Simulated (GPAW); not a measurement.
# C K ELNES/XANES of ZnNi3C (Pm-3m) from DFT

What does one-electron theory with a core hole give for the C K edge of ZnNi3C (Pm-3m)?

Program: GPAW 26.7.0. Level of theory: X-ray absorption from dipole matrix elements to empty bands, plane-wave PAW LDA. Results are calculated unless marked as measured.

## Step 1: Starting point

Symmetry: Pm-3m, No. 221, cubic system. The conventional cell has a = 3.766 Å, b = 3.766 Å, c = 3.766 Å, α = 90.00°, β = 90.00°, γ = 90.00°. Zn has 12 Ni at 2.66 Å nearest. Nearest to Ni lie 2 C at 1.88 Å and 4 Zn at 2.66 Å and 8 Ni at 2.66 Å. Nearest to C lie 6 Ni at 1.88 Å. Farther neighbours are not listed.

As a file:

```cif
data_structure
_symmetry_space_group_name_H-M 'P 1'
_symmetry_Int_Tables_number 1
_cell_length_a 3.7663
_cell_length_b 3.7663
_cell_length_c 3.7663
_cell_angle_alpha 90.000
_cell_angle_beta 90.000
_cell_angle_gamma 90.000
_cell_volume 53.42
loop_
_atom_site_label
_atom_site_type_symbol
_atom_site_fract_x
_atom_site_fract_y
_atom_site_fract_z
_atom_site_occupancy
Zn1 Zn 0.00000 0.00000 0.00000 1
Ni2 Ni 0.50000 0.00000 0.50000 1
Ni3 Ni 0.50000 0.50000 0.00000 1
Ni4 Ni 0.00000 0.50000 0.50000 1
C5 C 0.50000 0.50000 0.50000 1
```

## Step 2: The field without a hole

A plain self-consistent run shows whether there is a gap and which moments survive; both decide the set-up of the core-hole run.

Input file scf.py:

```python
import numpy as np
from ase import Atoms
from ase.parallel import parprint, paropen
from gpaw import GPAW, PW, FermiDirac, Mixer, MixerDif, setup_paths
from gpaw.test import gen
setup_paths.insert(0, '.')
gen('C', name='nch1s', xcname='LDA', corehole=(1, 0, 0), write_xml=True)
from gpaw.mpi import world
world.barrier()

atoms = Atoms('ZnNi3C',
    cell=[[3.766253, 0, 0],
     [0, 3.766253, 0],
     [0, 0, 3.766253]],
    scaled_positions=[[0, 0, 0],
     [0.5, 0, 0.5],
     [0.5, 0.5, 0],
     [0, 0.5, 0.5],
     [0.5, 0.5, 0.5]],
    magmoms=[0.0, 2.0, 2.0, 2.0, 0.0],
    pbc=True)
atoms.calc = calc = GPAW(legacy_gpaw=True, mode=PW(430, force_complex_dtype=True), xc='LDA', setups={4: 'nch1s'},
    kpts={'size': (7, 7, 7), 'gamma': True}, occupations=FermiDirac(0.05),
    charge=0, mixer=MixerDif(0.05, 8, 50), maxiter=150,
    convergence={'density': 0.0001, 'eigenstates': 1e-6}, txt='scf.txt')
energy = atoms.get_potential_energy() + calc.get_reference_energy()
ef = calc.get_fermi_level()
out = dict(energy=energy, fermi=ef, forces=atoms.get_forces().tolist(), magmoms=atoms.get_magnetic_moments().tolist())
parprint(f'all-electron energy {energy:.4f} eV, Fermi level {ef:.4f} eV')
ev = np.array([[calc.get_eigenvalues(k, s) for k in range(len(calc.get_ibz_k_points()))] for s in range(calc.get_number_of_spins())])
out['homo'], out['lumo'], out['counts'] = ev[ev < ef].max(), ev[ev > ef].min(), sorted(set((ev < ef).sum((0, 2)).tolist()))
out['filled'] = (ev[:, 0] < ef).sum(1).tolist()
import json
with paropen('out.json', 'w') as f:
    json.dump(out, f)
```

The run is started by

```
OMP_NUM_THREADS=1 mpirun -n 4 gpaw python scf.py
```

Numbers of over 12 decimals in the logs are rounded to 6 here.

The log of the run:

```text
Input parameters:
  convergence: {density: 0.0001,
                eigenstates: 1e-06}
  kpts: {gamma: True,
         size: (7, 7, 7)}
  maxiter: 150
  mixer: {backend: pulay,
          beta: 0.05,
          method: difference,
          nmaxold: 8,
          weight: 50}
  mode: {ecut: 430.0,
         force_complex_dtype: True,
         name: pw}
  occupations: {fixmagmom: False,
                name: fermi-dirac,
                width: 0.05}
  setups: {4: nch1s}

Initialize ...

[... PAW data sets ...]

Reference energy: -173708.491860  # eV

Spin-polarized calculation.
Initial magnetic moment: 6.000000

[... convergence settings ...]
Symmetries present (total): 48
  [... symmetry matrices ...]

343 k-points: 7 x 7 x 7 Monkhorst-Pack grid
20 k-points in the irreducible part of the Brillouin zone
       k-points in crystal coordinates                weights
   0:     0.00000000    0.00000000    0.00000000          1/343
   1:     0.14285714    0.00000000    0.00000000          6/343
   2:     0.14285714    0.14285714    0.00000000         12/343
   3:     0.14285714    0.14285714    0.14285714          8/343
   4:     0.28571429    0.00000000    0.00000000          6/343
   5:     0.28571429    0.14285714    0.00000000         24/343
   6:     0.28571429    0.14285714    0.14285714         24/343
   7:     0.28571429    0.28571429    0.00000000         12/343
   8:     0.28571429    0.28571429    0.14285714         24/343
   9:     0.28571429    0.28571429    0.28571429          8/343
          ...
  19:     0.42857143    0.42857143    0.42857143          8/343

Wave functions: Plane wave expansion
  Cutoff energy: 430.000 eV
  Number of coefficients (min, max): 1045, 1092
  Pulay-stress correction: 0.000000 eV/Ang^3 (de/decut=0.000000)
  Using FFTW library
  Wavefunction extrapolation:
    Improved wavefunction reuse through dual PAW basis

Occupation numbers: Fermi-Dirac:
  width: 0.0500  # eV

Eigensolver
   Davidson(niter=2)

Densities:
  Coarse grid: 20*20*20 grid
  Fine grid: 40*40*40 grid
  Total Charge: 0.000000

Density mixing:
  Method: difference
  Backend: pulay
  Linear mixing parameter: 0.05
  old densities: 8
  Width of damping distribution: 1.1
  Damping of long wavelength oscillations: 50

[... Hamiltonian set-up ...]
Number of atoms: 5
Number of atomic orbitals: 49
Number of bands in calculation: 46
Number of valence electrons: 64
Bands to converge: occupied

... initialized

Initializing position-dependent things.

Density initialized from atomic densities
Creating initial wave functions:
  46 bands from LCAO basis set

Positions:
   0 Zn     0.000000    0.000000    0.000000    ( 0.0000,  0.0000,  0.0000)
   1 Ni     1.883126    0.000000    1.883126    ( 0.0000,  0.0000,  2.0000)
   2 Ni     1.883126    1.883126    0.000000    ( 0.0000,  0.0000,  2.0000)
   3 Ni     0.000000    1.883126    1.883126    ( 0.0000,  0.0000,  2.0000)
   4 C      1.883126    1.883126    1.883126    ( 0.0000,  0.0000,  0.0000)

Unit cell:
           periodic     x           y           z      points  spacing
  1. axis:    yes    3.766253    0.000000    0.000000    20     0.1883
  2. axis:    yes    0.000000    3.766253    0.000000    20     0.1883
  3. axis:    yes    0.000000    0.000000    3.766253    20     0.1883

  Lengths:   3.766253   3.766253   3.766253
  Angles:   90.000000  90.000000  90.000000

Effective grid spacing dv^(1/3) = 0.1883

iter:   1   -38.227168                   +6.0039
iter:   2   -38.675523   -0.56  -1.37    +3.1677
iter:   3   -37.564387   -0.97  -1.45    +1.2249
iter:   4   -37.683060   -1.95  -1.86    +0.9812
iter:   5   -37.704257   -3.04  -1.91    +0.6758
iter:   6   -37.682121c  -2.47  -1.90    +0.4585
iter:   7   -37.623333   -2.47  -2.10    +0.8272
iter:   8   -37.568411   -2.79  -2.40    -0.8152
iter:   9   -37.592518   -3.46  -2.95    +0.1880
iter:  10   -37.585114c  -3.76  -2.83    +0.0758
iter:  11   -37.586614c  -4.98  -3.38    +0.0393
iter:  12   -37.584812c  -4.56  -3.23    +0.0161
iter:  13   -37.584604c  -4.94  -3.54    -0.0059
iter:  14   -37.584279c  -5.17  -3.97    -0.0044
iter:  15   -37.584263c  -5.56  -4.23c   -0.0029
iter:  16   -37.584241c  -7.37c -4.63c   -0.0024

Converged after 16 iterations.

Dipole moment: (-0.000000, -0.000000, -0.000000) |e|*Ang

Total magnetic moment: (0.000000, 0.000000, -0.002362)
Local magnetic moments:
   0 Zn ( 0.000000,  0.000000,  0.000049)
   1 Ni ( 0.000000,  0.000000, -0.000804)
   2 Ni ( 0.000000,  0.000000, -0.000804)
   3 Ni ( 0.000000,  0.000000, -0.000804)
   4 C  ( 0.000000,  0.000000, -0.000077)

Energy contributions relative to reference atoms: (reference = -173708.491860)

Kinetic:        +23.490318
Potential:      -15.755494
External:        +0.000000
XC:             -45.392905
Entropy (-ST):   -0.031993
Local:           +0.089837
SIC:             +0.000000
--------------------------
Free energy:    -37.600238
Extrapolated:   -37.584241

Spin contamination: 0.000182 electrons
Showing only first 2 kpts
                      Up                     Down
 Kpt  Band  Eigenvalues  Occupancy  Eigenvalues  Occupancy
  0    30      7.16584    1.00000      7.16479    1.00000
  0    31      7.16584    1.00000      7.16479    1.00000
  0    32      7.49323    0.99985      7.49241    0.99985
  0    33     10.73538    0.00000     10.73484    0.00000

  1    30      7.30756    1.00000      7.30658    1.00000
  1    31      7.30756    1.00000      7.30658    1.00000
  1    32      7.41786    0.99997      7.41705    0.99997
  1    33     10.75362    0.00000     10.75316    0.00000

Fermi level: 7.93380

No gap
No difference between direct/indirect transitions

Forces in eV/Ang:
  0 Zn    0.00000    0.00000    0.00000
  1 Ni    0.00000    0.00000    0.00000
  2 Ni    0.00000    0.00000    0.00000
  3 Ni    0.00000    0.00000    0.00000
  4 C     0.00000    0.00000    0.00000
Scalar-relativistic atomic LDA calculation for C (Carbon, Z=6)
Core hole in 1s state (1s occupation: 2.0)
300 radial gridpoints.
|------------------------------------------------|
|------------------------------------------------|
[... the atom generator's iteration count ...]

Energy contributions:
-------------------------
Kinetic:      +37.233774
XC:            -4.729621
Potential:    -69.944456
-------------------------
Total:        -37.440303

state      eigenvalue         ekin         rmax
-----------------------------------------------
1s^2.0 :    -9.951671    15.733548        0.175
2s^2.0 :    -0.501207     1.649369        1.216
2p^2.0 :    -0.198967     1.233970        1.191
-----------------------------------------------
(units: Bohr and Hartree)

Generating PAW setup
Kinetic energy of the core from tauc = 31.481335
Cutoffs:
rc(s)=1.200
rc(p)=1.200
rc(d)=1.200
rc(vbar)=1.080
rc(comp)=1.200
rc(nct)=1.200

Kinetic energy of the core states: 31.467096
Charge: 0.0
Core electrons: 2.0
Valence electrons: 4.0
Pseudo-core charge: 0.032813
Shape function alpha=6.944
Pseudo-electron charge 4.032078
state    eigenvalue         norm
--------------------------------
2s(2) :    -0.501207     1.045313
*s    :     0.498793
2p(2) :    -0.198967     0.954320
*p    :     0.801033
*d    :     0.000000
--------------------------------

Diagonalizing with gridspacing h=0.050

state   all-electron     PAW
-------------------------------
2s:      -0.501207    -0.501829
2p:      -0.198967    -0.199729
*d:                    0.045938
*f:                    0.074849
-------------------------------
all-electron energy -173746.0761 eV, Fermi level 7.9338 eV
```

The job ended after 14 s (4 MPI ranks of Intel Xeon Platinum 8488C (Sapphire Rapids), shared host; peak memory 0.27 GiB; 55 s of CPU time).

The mesh shows no gap, so the system is treated as a metal and the core electron is put at the Fermi level (neutral cell).

## Step 3: Spectrum without a core hole, C atom 5

Without a hole the spectrum is the empty density of states of the right symmetry on the absorber, weighted by matrix elements. It needs only the small cell and serves as the baseline. The data set with a hole of occupation 0 only carries the core orbital.

The absorber has 6 Ni at 1.88 Å (octahedral, site symmetry m-3m).

Input file xas.py:

```python
import numpy as np
from ase import Atoms
from ase.parallel import parprint, paropen
from gpaw import GPAW, PW, FermiDirac, Mixer, MixerDif, setup_paths
from gpaw.test import gen
setup_paths.insert(0, '.')
gen('C', name='nch1s', xcname='LDA', corehole=(1, 0, 0), write_xml=True)
from gpaw.mpi import world
world.barrier()

atoms = Atoms('ZnNi3C',
    cell=[[3.766253, 0, 0],
     [0, 3.766253, 0],
     [0, 0, 3.766253]],
    scaled_positions=[[0, 0, 0],
     [0.5, 0, 0.5],
     [0.5, 0.5, 0],
     [0, 0.5, 0.5],
     [0.5, 0.5, 0.5]],
    magmoms=[0.0, 2.0, 2.0, 2.0, 0.0],
    pbc=True)
atoms.calc = calc = GPAW(legacy_gpaw=True, mode=PW(430, force_complex_dtype=True), xc='LDA', setups={4: 'nch1s'},
    kpts={'size': (9, 9, 9), 'gamma': True}, occupations=FermiDirac(0.1),
    charge=0, mixer=MixerDif(0.05, 8, 50), maxiter=150,
    convergence={'density': 0.0001, 'eigenstates': 1e-6}, txt='scf.txt')
energy = atoms.get_potential_energy() + calc.get_reference_energy()
ef = calc.get_fermi_level()
out = dict(energy=energy, fermi=ef, forces=atoms.get_forces().tolist(), magmoms=atoms.get_magnetic_moments().tolist())
parprint(f'all-electron energy {energy:.4f} eV, Fermi level {ef:.4f} eV')
ev = np.array([[calc.get_eigenvalues(k, s) for k in range(len(calc.get_ibz_k_points()))] for s in range(calc.get_number_of_spins())])
out['homo'], out['lumo'], out['counts'] = ev[ev < ef].max(), ev[ev > ef].min(), sorted(set((ev < ef).sum((0, 2)).tolist()))
out['filled'] = (ev[:, 0] < ef).sum(1).tolist()

from ase.units import Ha
from gpaw.xas import dipole_matrix_elements
nb = int(calc.get_number_of_electrons() / 2) + 50
top = nb
nscf = calc.fixed_density(kpts={'size': (8, 8, 8), 'gamma': True},
    convergence={'eigenstates': 1.0}, txt='nscf.txt')
nscf.diagonalize_full_hamiltonian(nbands=nb)
cell = atoms.cell.array
ops = [cell.T @ U.T @ np.linalg.inv(cell.T) for U in nscf.wfs.kd.symmetry.op_scc]
E = np.arange(-25, 34, 0.1)
fwhm = np.interp(E, [4, 25], [0.9, 3.5])
Y, X, zero, highest = 0, 0, 1e9, 1e9
for spin in range(nscf.get_number_of_spins()):
    wfs = nscf.wfs
    mine = wfs.bd.get_slice()  # this rank's bands
    A = dipole_matrix_elements(wfs.setups[4])
    eps = np.zeros((wfs.kd.nibzkpts, nb))
    d = np.zeros((3, A.shape[1], wfs.kd.nibzkpts, nb), complex)
    for kpt in wfs.kpt_u:
        if kpt.s == spin and 4 in kpt.P_ani:
            eps[kpt.k, mine] = kpt.eps_n * Ha
            d[:, :, kpt.k, mine] = (kpt.weight * wfs.nspins / 2) ** 0.5 * np.inner(A, kpt.P_ani[4])
    world.sum(eps)
    world.sum(d)
    T = np.einsum('amkn,bmkn->abkn', d, d.conj()).real
    T = sum(np.einsum('ai,ijkn,bj->abkn', R, T, R) for R in ops) / len(ops)
    empty = eps > ef
    zero, highest = min(zero, eps[empty].min()), min(highest, eps[:, top - 1].min())
    lines = [(eps, T, empty)] if spin == 0 else lines + [(eps, T, empty)]
for eps, T, empty in lines:
    f = np.einsum('aakn->akn', T).reshape(3, -1)
    x = eps.ravel() - zero
    w = np.interp(x, E, fwhm) / 2.35482
    g = np.exp(-0.5 * ((E[:, None] - x) / w) ** 2) / (w * (2 * np.pi) ** 0.5)
    Y = Y + (f * empty.ravel()) @ g.T
    X = X + (f * ~empty.ravel()) @ g.T
out.update(E=E.round(2).tolist(), xas=Y.tolist(), xes=X.tolist(), zero=zero, valid=highest - zero, nk=len(eps), nb=nb)
for i in range(0, len(E), 10):
    parprint(f'{E[i]:7.2f}', *(f'{v:10.3e}' for v in Y[:, i]))
import json
with paropen('out.json', 'w') as f:
    json.dump(out, f)
```

The run is started by

```
OMP_NUM_THREADS=1 mpirun -n 4 gpaw python xas.py
```

The log of the run:

```text
Input parameters:
  convergence: {density: 0.0001,
                eigenstates: 1e-06}
  kpts: {gamma: True,
         size: (9, 9, 9)}
  maxiter: 150
  mixer: {backend: pulay,
          beta: 0.05,
          method: difference,
          nmaxold: 8,
          weight: 50}
  mode: {ecut: 430.0,
         force_complex_dtype: True,
         name: pw}
  occupations: {fixmagmom: False,
                name: fermi-dirac,
[...]
2s:      -0.501207    -0.501829
2p:      -0.198967    -0.199729
*d:                    0.045938
*f:                    0.074849
-------------------------------
all-electron energy -173746.0784 eV, Fermi level 7.9546 eV
 -25.00 2.406e-251 2.406e-251 2.406e-251
 -24.00 1.330e-241 1.330e-241 1.330e-241
 -23.00 4.692e-232 4.692e-232 4.692e-232
 -22.00 1.057e-222 1.057e-222 1.057e-222
[...]
32.00  3.544e-04  3.544e-04  3.544e-04
  33.00  3.215e-04  3.215e-04  3.215e-04
[key lines of the parts left out:]
Converged after 17 iterations.
Dipole moment: (-0.000000, -0.000000, -0.000000) |e|*Ang
Free energy:    -37.649289
Fermi level: 7.95457
```

It took 63 s on 4 MPI ranks; peak memory 0.44 GiB.

The C K spectrum, C atom 5, no core hole (energy from the lowest empty level; intensity scaled to a mean of 1 over the first 20 eV):

```tsv
E (eV)	intensity
-2.0	0.00
-1.4	0.00
-0.8	0.02
-0.2	0.36
0.4	1.17
1.0	1.31
1.6	0.95
2.2	0.97
2.8	0.90
3.4	0.96
4.0	1.89
4.6	2.06
5.2	1.12
5.8	0.70
6.4	0.70
7.0	0.74
7.6	0.87
8.2	1.13
8.8	1.48
9.4	1.46
10.0	1.05
10.6	0.67
11.2	0.46
11.8	0.39
12.4	0.41
13.0	0.46
13.6	0.51
14.2	0.56
14.8	0.67
15.4	0.86
16.0	1.14
16.6	1.43
17.2	1.59
17.8	1.53
18.4	1.27
19.0	0.95
19.6	0.73
20.2	0.64
20.8	0.62
21.4	0.63
22.0	0.64
22.6	0.63
23.2	0.63
23.8	0.63
24.4	0.62
25.0	0.61
25.6	0.59
26.2	0.56
26.8	0.53
27.4	0.50
28.0	0.49
28.6	0.50
29.2	0.54
29.8	0.58
30.4	0.61
31.0	0.62
31.6	0.60
```

Main maxima below 24 eV (height): 0.8 eV (1.35), 2.4 eV (1.02), 4.4 eV (2.19), 9.1 eV (1.53) and 17.3 eV (1.60). A K edge sees empty p states; the first features are C p mixed into the empty d states of the Ni neighbours, and the broad ones above probably into the cations' higher empty bands.

The same matrix elements for filled bands give the C K emission of C atom 5 (ground-state approximation; energy from the lowest empty level, largest value 1):

```tsv
E (eV)	emission
-24.00	0.00
-23.25	0.00
-22.50	0.00
-21.75	0.00
-21.00	0.00
-20.25	0.00
-19.50	0.00
-18.75	0.00
-18.00	0.00
-17.25	0.00
-16.50	0.00
-15.75	0.00
-15.00	0.00
-14.25	0.00
-13.50	0.00
-12.75	0.01
-12.00	0.01
-11.25	0.00
-10.50	0.00
-9.75	0.00
-9.00	0.00
-8.25	0.09
-7.50	0.49
-6.75	0.57
-6.00	0.66
-5.25	0.90
-4.50	0.80
-3.75	0.23
-3.00	0.16
-2.25	0.08
-1.50	0.08
-0.75	0.11
0.00	0.22
0.75	0.02
1.50	0.00
2.25	0.00
3.00	0.00
```

Emission maxima: -5.0 eV (1.00) and -0.2 eV (0.24).

## Step 4: Supercell without a hole, the energy reference

The photon energy needs a difference of total energies, so the cell and mesh of the coming hole run are first run without a hole.

scf.py: that of step 2 with these lines changed.

```diff
@@ -10,15 +10,20 @@
 
-atoms = Atoms('ZnNi3C',
-    cell=[[3.766253, 0, 0],
-     [0, 3.766253, 0],
-     [0, 0, 3.766253]],
+atoms = Atoms('Zn2Ni6C2',
+    cell=[[3.766253, 0, 3.766253],
+     [0, 3.766253, 3.766253],
+     [0, -3.766253, 3.766253]],
     scaled_positions=[[0, 0, 0],
+     [0, 0.5, 0.5],
+     [0.5, 0, 0],
+     [0.5, 0.5, 0.5],
      [0.5, 0, 0.5],
      [0.5, 0.5, 0],
-     [0, 0.5, 0.5],
-     [0.5, 0.5, 0.5]],
-    magmoms=[0.0, 2.0, 2.0, 2.0, 0.0],
+     [0, 0.5, 0],
+     [0, 0, 0.5],
+     [0.5, 0.25, 0.75],
+     [0.5, 0.75, 0.25]],
+    magmoms=[0.0, 0.0, 2.0, 2.0, 2.0, 2.0, 2.0, 2.0, 0.0, 0.0],
     pbc=True)
-atoms.calc = calc = GPAW(legacy_gpaw=True, mode=PW(430, force_complex_dtype=True), xc='LDA', setups={4: 'nch1s'},
-    kpts={'size': (7, 7, 7), 'gamma': True}, occupations=FermiDirac(0.05),
+atoms.calc = calc = GPAW(legacy_gpaw=True, mode=PW(430, force_complex_dtype=True), xc='LDA', setups={8: 'nch1s'},
+    kpts={'size': (7, 7, 7), 'gamma': True}, occupations=FermiDirac(0.1),
     charge=0, mixer=MixerDif(0.05, 8, 50), maxiter=150,
```

The run is started by

```
OMP_NUM_THREADS=1 mpirun -n 4 gpaw python scf.py
```

The log of the run:

```text
Input parameters:
  convergence: {density: 0.0001,
                eigenstates: 1e-06}
  kpts: {gamma: True,
         size: (7, 7, 7)}
  maxiter: 150
  mixer: {backend: pulay,
          beta: 0.05,
          method: difference,
          nmaxold: 8,
          weight: 50}
  mode: {ecut: 430.0,
         force_complex_dtype: True,
         name: pw}
  occupations: {fixmagmom: False,
                name: fermi-dirac,
[...]
2s(2) :    -0.501207     1.045313
*s    :     0.498793
2p(2) :    -0.198967     0.954320
*p    :     0.801033
*d    :     0.000000
--------------------------------

Diagonalizing with gridspacing h=0.050

state   all-electron     PAW
-------------------------------
2s:      -0.501207    -0.501829
2p:      -0.198967    -0.199729
*d:                    0.045938
*f:                    0.074849
-------------------------------
all-electron energy -347492.1628 eV, Fermi level 7.9603 eV
[key lines of the parts left out:]
Converged after 14 iterations.
Dipole moment: (-0.000000, -0.000000, 0.000000) |e|*Ang
Free energy:    -75.300962
Fermi level: 7.96032
```

Elapsed: 63 s, on 4 MPI ranks; peak memory 0.45 GiB.

Reference energy: -347492.163 eV with the cores included.

(Continued in part 2 of 2.)

[Banner, clock and machine lines of the logs are left out without a mark of their own.]

[Logs are printed without paths, hosts, clocks, repeated set-up lines and the standing remarks that a program may print on its own settings, such as how far it seeks lower states.]

[Hosts, paths, dates, database ids (printed as entryN), source tags and the programs' standing remarks are cut or masked in the printed files.]

[Lists of maxima count a maximum above −3 eV only where it reaches 4 % of the highest in the window and stands out from its surroundings by 2 % of it (1.5 % where it reaches 55 %); shoulders and weaker maxima are passed over, and of the rest the first, up to two pre-edge ones and the few strongest are named.]
